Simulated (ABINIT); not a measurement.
**AlBiTeSe2 (P4/mmm): zone-centre phonons**

Which modes does AlBiTeSe2 (P4/mmm) have at the zone centre?

Program: ABINIT 10.8.3. Level of theory: DFT LDA, scalar-relativistic, plane waves, HGH norm-conserving pseudopotentials. Results are calculated unless marked as measured.

This is a report of a sequence of runs, with most program output left out.

The structure was built from a prototype and need not be the compound's stable phase.

## Step 1: Starting point

Symmetry: P4/mmm, No. 123, tetragonal system. The conventional cell has a = 5.038 Å, b = 5.038 Å, c = 5.038 Å, α = 90.00°, β = 90.00°, γ = 90.00°. Nearest to Bi lie 8 Se at 3.56 Å and 4 Te at 3.56 Å. Al has 4 Se at 2.52 Å and 2 Te at 2.52 Å nearest. Se has 2 Al at 2.52 Å nearest. Nearest to Te lie 2 Al at 2.52 Å and 4 Bi at 3.56 Å. Farther neighbours and most contacts between anions are not listed.

## Step 2: A first look

A first run with smearing and empty bands tells whether the crystal has a gap, which decides between fixed occupations and smearing later on.

File probe.abi:

```
# ground state
tolvrs 1.0d-08
prtden 1
prtwf 1

# basis, mesh and filling
ecut 20.0
ixc 7
ngkpt 4 4 4
nshiftk 1
shiftk 0.0 0.0 0.0
istwfk *1
occopt 7
tsmear 0.005
nband 20
nstep 100
diemac 9.0
prtebands 0
prtgsr 0
useylm 1

# cell and atoms
acell 3*1.0 Angstrom
rprim 
    5.03753333 0.0 0.0
    0.0 5.03753333 0.0
    0.0 0.0 5.03753333
ntypat 4
znucl 83 13 34 52
natom 5
typat 1 2 3 3 4
xred 
    0.0 0.0 0.0
    0.5 0.5 0.5
    0.5 0.0 0.5
    0.0 0.5 0.5
    0.5 0.5 0.0
pp_dirpath "./pseudo"
pseudos "Bi.hgh, Al.hgh, Se.hgh, Te.hgh"
```

Launch:

```sh
OMP_NUM_THREADS=1 mpirun -n 4 abinit probe.abi > probe.log
```

Wall time 13 s (4 MPI ranks of Arm Neoverse V1, shared host).

Read from the output:

```yaml
volume_per_atom: 25.57 Å³
pressure: -3.301 GPa
gap_on_the_k_mesh: 0 eV
```

No gap opens on this mesh, so smearing is kept; the printed pressure holds the stress of the finite basis too.

## Step 3: Rough relaxation

The typed start is rough, so a first relaxation with smearing and loose thresholds takes it towards rest cheaply.

File prerelax.abi:

```
# relaxation
ionmov 2
optcell 2
dilatmx 1.15
chkdilatmx 0
ntime 40
tolmxf 3.0d-04
tolvrs 1.0d-10
prtwf 0
prtden 0
chksymtnons 0

# basis, mesh and filling
ecut 21.0
ecutsm 3.0
ixc 7
ngkpt 4 4 4
nshiftk 1
shiftk 0.0 0.0 0.0
istwfk *1
occopt 7
tsmear 0.005
nband 20
nstep 100
diemac 1000000.0
prtebands 0
prtgsr 0
useylm 1

# cell and atoms
acell 3*1.0 Angstrom
rprim 
    5.03753333 0.0 0.0
    0.0 5.03753333 0.0
    0.0 0.0 5.03753333
ntypat 4
znucl 83 13 34 52
natom 5
typat 1 2 3 3 4
xred 
    0.0 0.0 0.0
    0.5 0.5 0.5
    0.5 0.0 0.5
    0.0 0.5 0.5
    0.5 0.5 0.0
pp_dirpath "./pseudo"
pseudos "Bi.hgh, Al.hgh, Se.hgh, Te.hgh"
```

Launch:

```sh
OMP_NUM_THREADS=1 mpirun -n 4 abinit prerelax.abi > prerelax.log
```

The job ended after 2 min (4 MPI ranks).

The steps of the relaxation:

| step | energy less that of the first step (eV) | largest force (eV/Å) | volume (Å³) |
| --- | --- | --- | --- |
| 1 | 0.0000 | 0.0000 | 127.84 |
| 2 | -0.0606 | 0.0000 | 126.83 |
| 3 | -0.2567 | 0.0000 | 118.80 |
| 4 | -0.2681 | 0.0000 | 120.50 |
| 5 | -0.2707 | 0.0000 | 120.87 |
| 6 | -0.2762 | 0.0000 | 122.10 |
| 7 | -0.2763 | 0.0000 | 122.13 |

| conventional cell, symmetrised | before | after | change |
| --- | --- | --- | --- |
| a (Å) | 5.038 | 4.814 | -4.4 % |
| b (Å) | 5.038 | 4.814 | -4.4 % |
| c (Å) | 5.038 | 5.270 | +4.6 % |
| volume (Å³/atom) | 25.57 | 24.43 | -4.5 % |

The relaxed structure:

```xyz
5
Lattice="4.8141 0.0000 0.0000 0.0000 4.8141 0.0000 0.0000 0.0000 5.2697" Properties=species:S:1:pos:R:3 pbc="T T T"
Bi    0.0000    0.0000    0.0000
Al    2.4071    2.4071    2.6349
Se    2.4071    0.0000    2.6349
Se    0.0000    2.4071    2.6349
Te    2.4071    2.4071    0.0000
```

This step gave:

```
volume per atom : 24.43 Å³
pressure        : -0.005097 GPa
```

The volume changes by -4.5 % in this run and stands -4.5 % from the first cell.

## Step 4: Relaxing the cell and atoms

The harmonic expansion needs vanishing forces, and a free crystal bears no stress, so cell and atoms are brought to rest. Stress is more sensitive to the basis than forces are: the last 3 Ha under the cutoff are smoothed with ecutsm, and the cutoff is raised above that of the later runs.

File relax.abi:

```
# relaxation
ionmov 2
optcell 2
dilatmx 1.08
ntime 40
tolmxf 1.0d-05
tolvrs 1.0d-14
prtwf 0
prtden 0
chksymtnons 0

# basis, mesh and filling
ecut 26.0
ecutsm 3.0
ixc 7
ngkpt 6 6 4
nshiftk 1
shiftk 0.0 0.0 0.0
istwfk *1
occopt 7
tsmear 0.01
nband 20
nstep 100
diemac 1000000.0
prtebands 0
prtgsr 0
useylm 1

# cell and atoms
acell 3*1.0 Angstrom
rprim 
    4.814143542 0.0 0.0
    0.0 4.814143542 0.0
    0.0 0.0 5.269749811
ntypat 4
znucl 83 13 34 52
natom 5
typat 1 2 3 3 4
xred 
    0.0 0.0 0.0
    0.5 0.5 0.5
    0.5 0.0 0.5
    0.0 0.5 0.5
    0.5 0.5 0.0
pp_dirpath "./pseudo"
pseudos "Bi.hgh, Al.hgh, Se.hgh, Te.hgh"
```

Launch:

```sh
OMP_NUM_THREADS=1 mpirun -n 4 abinit relax.abi > relax.log
```

Run time: 3.8 min. Hardware: 4 MPI ranks; 15 min of CPU time.

Relaxation path:

| step | energy less that of the first step (eV) | largest force (eV/Å) | volume (Å³) |
| --- | --- | --- | --- |
| 1 | 0.0000 | 0.0000 | 122.13 |
| 2 | -0.0030 | 0.0000 | 122.02 |
| 3 | -0.0185 | 0.0000 | 120.97 |
| 4 | -0.0191 | 0.0000 | 121.19 |
| 5 | -0.0204 | 0.0000 | 121.95 |
| 6 | -0.0204 | 0.0000 | 122.04 |
| 7 | -0.0204 | 0.0000 | 122.04 |

| conventional cell, symmetrised | before | after | change |
| --- | --- | --- | --- |
| a (Å) | 4.814 | 4.760 | -1.1 % |
| b (Å) | 4.814 | 4.760 | -1.1 % |
| c (Å) | 5.270 | 5.386 | +2.2 % |
| volume (Å³/atom) | 24.43 | 24.41 | -0.1 % |

The relaxed structure:

```xyz
5
Lattice="4.7600 0.0000 0.0000 0.0000 4.7600 0.0000 0.0000 0.0000 5.3863" Properties=species:S:1:pos:R:3 pbc="T T T"
Bi    0.0000    0.0000    0.0000
Al    2.3800    2.3800    2.6932
Se    2.3800    0.0000    2.6932
Se    0.0000    2.3800    2.6932
Te    2.3800    2.3800    0.0000
```

Numbers from this step:

* volume per atom: 24.41 Å³
* pressure: -0.001122 GPa

The volume changes by -0.1 % in this run and stands -4.5 % from the first cell.

## Step 5: Self-consistent run for the response

First-order wavefunctions inherit every error of the ground state, hence the very tight tolvrs. Smearing stays on, as the first look found no gap above 0.3 eV.

File gs.abi:

```
# ground state
tolvrs 1.0d-16
prtden 1
prtwf 1

# basis, mesh and filling
ecut 20.0
ixc 7
ngkpt 6 6 4
nshiftk 1
shiftk 0.0 0.0 0.0
istwfk *1
occopt 7
tsmear 0.01
nband 20
nstep 100
diemac 1000000.0
prtebands 0
prtgsr 0
useylm 1

# cell and atoms
acell 3*1.0 Angstrom
rprim 
    4.760004656 0.0 0.0
    0.0 4.760004656 0.0
    0.0 0.0 5.386304224
ntypat 4
znucl 83 13 34 52
natom 5
typat 1 2 3 3 4
xred 
    0.0 0.0 0.0
    0.5 0.5 0.5
    0.5 0.0 0.5
    0.0 0.5 0.5
    0.5 0.5 0.0
pp_dirpath "./pseudo"
pseudos "Bi.hgh, Al.hgh, Se.hgh, Te.hgh"
```

Launch:

```sh
OMP_NUM_THREADS=1 mpirun -n 4 abinit gs.abi > gs.log
```

Run time: 27 s. Hardware: 4 MPI ranks.

Numbers from this step:

| Quantity | Value |
| --- | --- |
| pressure | -0.7384 GPa |

The cell stands at -0.74 GPa: the relaxation ran with a smoothed and higher cutoff, and the difference is a stress of the finite basis.

## Step 6: Linear response at Γ

At q = 0 one unit cell holds all displacements. The response is solved for single atoms along the cell's directions, and symmetry skips those that follow from others. The crystal is treated as a metal, which screens a static field, so no field response is asked.

File dfpt_gamma.abi:

```

# common to the responses
getwfk_filepath "gso_WFK"
kptopt 2
nqpt 1
qpt 0.0 0.0 0.0
asr 0
chneut 0

# displacements
rfphon 1
rfatpol 1 5
rfdir 1 1 1
tolvrs 1.0d-10
prtwf 0

# basis, mesh and filling
ecut 20.0
ixc 7
ngkpt 6 6 4
nshiftk 1
shiftk 0.0 0.0 0.0
istwfk *1
occopt 7
tsmear 0.01
nband 20
nstep 100
diemac 1000000.0
prtebands 0
prtgsr 0
useylm 1

# cell and atoms
acell 3*1.0 Angstrom
rprim 
    4.760004656 0.0 0.0
    0.0 4.760004656 0.0
    0.0 0.0 5.386304224
ntypat 4
znucl 83 13 34 52
natom 5
typat 1 2 3 3 4
xred 
    0.0 0.0 0.0
    0.5 0.5 0.5
    0.5 0.0 0.5
    0.0 0.5 0.5
    0.5 0.5 0.0
pp_dirpath "./pseudo"
pseudos "Bi.hgh, Al.hgh, Se.hgh, Te.hgh"
```

Launch:

```sh
OMP_NUM_THREADS=1 mpirun -n 4 abinit dfpt_gamma.abi > dfpt_gamma.log
```

The job ended after 4.7 min (4 MPI ranks; 19 min of CPU time).

This step gave:

```
largest acoustic frequency at the zone centre before the sum rule : 2.04 cm⁻¹
highest optical zone-centre mode (no LO-TO term)                  : 363.2 cm⁻¹
lowest optical zone-centre mode                                   : -93.32 cm⁻¹
```

The acoustic modes at Γ come out as far as 2.0 cm⁻¹ from zero, where they should vanish, a small numerical error. The lowest optical mode is imaginary, 93i cm⁻¹, an instability at this level and on this k mesh.

## Step 7: Modes with the sum rule

anaddb reads the merged derivatives and imposes the acoustic sum rule.

File anaddb.abi:

```
ddb_filepath "gamma_DDB"
output_file "anaddb.abo"
outdata_prefix "anaddb"
asr 1
chneut 1
enunit 2
eivec 1
nph1l 1
qph1l 0.0 0.0 0.0 1.0
```

File mrgddb.in:

```
gamma_DDB
merged
2
dfpt_gammao_DDB
gso_DDB
```

Launch:

```sh
mrgddb < mrgddb.in > mrgddb.log
OMP_NUM_THREADS=1 anaddb anaddb.abi > anaddb.log
```

The job ended after 0.49 s (1 thread).

This step gave:

| Item | Value |
| --- | --- |
| lowest optical zone-centre mode | -93.3 cm⁻¹ |

No LO-TO term; unit eigenvectors of the mass-weighted matrix, from anaddb's displacements. The modes at Γ (shares of kinetic energy by element, %) (negative means imaginary):

| mode | frequency (cm⁻¹) | Bi % | Al % | Se % | Te % |
| --- | --- | --- | --- | --- | --- |
| 1 | -93.3 | 27 | 10 | 63 | 1 |
| 2 | -83.5 | 38 | 1 | 51 | 10 |
| 3 | -83.5 | 38 | 1 | 51 | 10 |
| 4 | -81.4 | 0 | 0 | 100 | 0 |
| 5 | -56.2 | 11 | 1 | 35 | 53 |
| 6 | -56.2 | 11 | 1 | 35 | 53 |
| 7 | -32.5 | 33 | 28 | 1 | 38 |
| 8 | 0.0 | 40 | 5 | 30 | 24 |
| 9 | 0.0 | 40 | 5 | 30 | 24 |
| 10 | 0.0 | 40 | 5 | 30 | 24 |
| 11 | 46.7 | 11 | 29 | 48 | 13 |
| 12 | 46.7 | 11 | 29 | 48 | 13 |
| 13 | 227.3 | 0 | 57 | 6 | 37 |
| 14 | 363.2 | 0 | 64 | 36 | 0 |
| 15 | 363.2 | 0 | 64 | 36 | 0 |

Displacements in mode 1 (-93.3 cm⁻¹), the largest set to 1:
```
Bi1  0.00  0.00  0.57
Al2  0.00  0.00  0.96
Se3  0.00  0.00 -1.00
Se4  0.00  0.00 -1.00
Te5  0.00  0.00  0.10
```

Displacements in mode 14 (363.2 cm⁻¹), the largest set to 1:
```
Bi1  0.00  0.00  0.00
Al2  0.00 -1.00  0.00
Se3  0.00  0.44  0.00
Se4  0.00 -0.05  0.00
Te5  0.00 -0.03  0.00
```

The rule moves no optical mode by more than 0.1 cm⁻¹.

## Step 8: Results

```yaml
space_group_after_relaxation: P4/mmm
volume_per_atom: 24.4 Å³
highest_optical_zone_centre_mode_no_lo_to_term: 363.2 cm⁻¹
lowest_optical_zone_centre_mode: -93.3 cm⁻¹
imaginary_optical_modes_at_the_zone_centre_no_q_mesh_in_this_session: yes
```

What this shows: At the LDA level the optical modes of AlBiTeSe2 (P4/mmm) at the zone centre run from 93i to 363 cm⁻¹, so the structure is a saddle point, with 7 modes beyond 10i cm⁻¹ there. The base run prints -0.74 GPa, mostly the error of a finite basis; the relaxation, with a smoothed and higher cutoff, had brought the cell to rest. These are harmonic frequencies at zero temperature: anharmonic shifts and linewidths and thermal expansion are left out. Spin-orbit coupling is left out, which can matter for the heavy elements here. The HGH files keep few electrons and have no core correction, which is cheap but rough for Bi. In a metal the frequencies hang on the k mesh and the smearing, most of all near Kohn anomalies. A run on a mesh of wavevectors was begun and cut off at its time limit; it is not shown, and nothing is said of wavevectors that it left out. The structure is a hypothetical one, built on a prototype.

[Host names and launcher messages were left out of these logs when they were recorded.]

[Logs are printed without paths, hosts, clocks, repeated set-up lines and the standing remarks that a program may print on its own settings, such as how far it seeks lower states.]

[Hosts, paths, dates, database ids (printed as entryN), source tags and the programs' standing remarks are cut or masked in the printed files.]
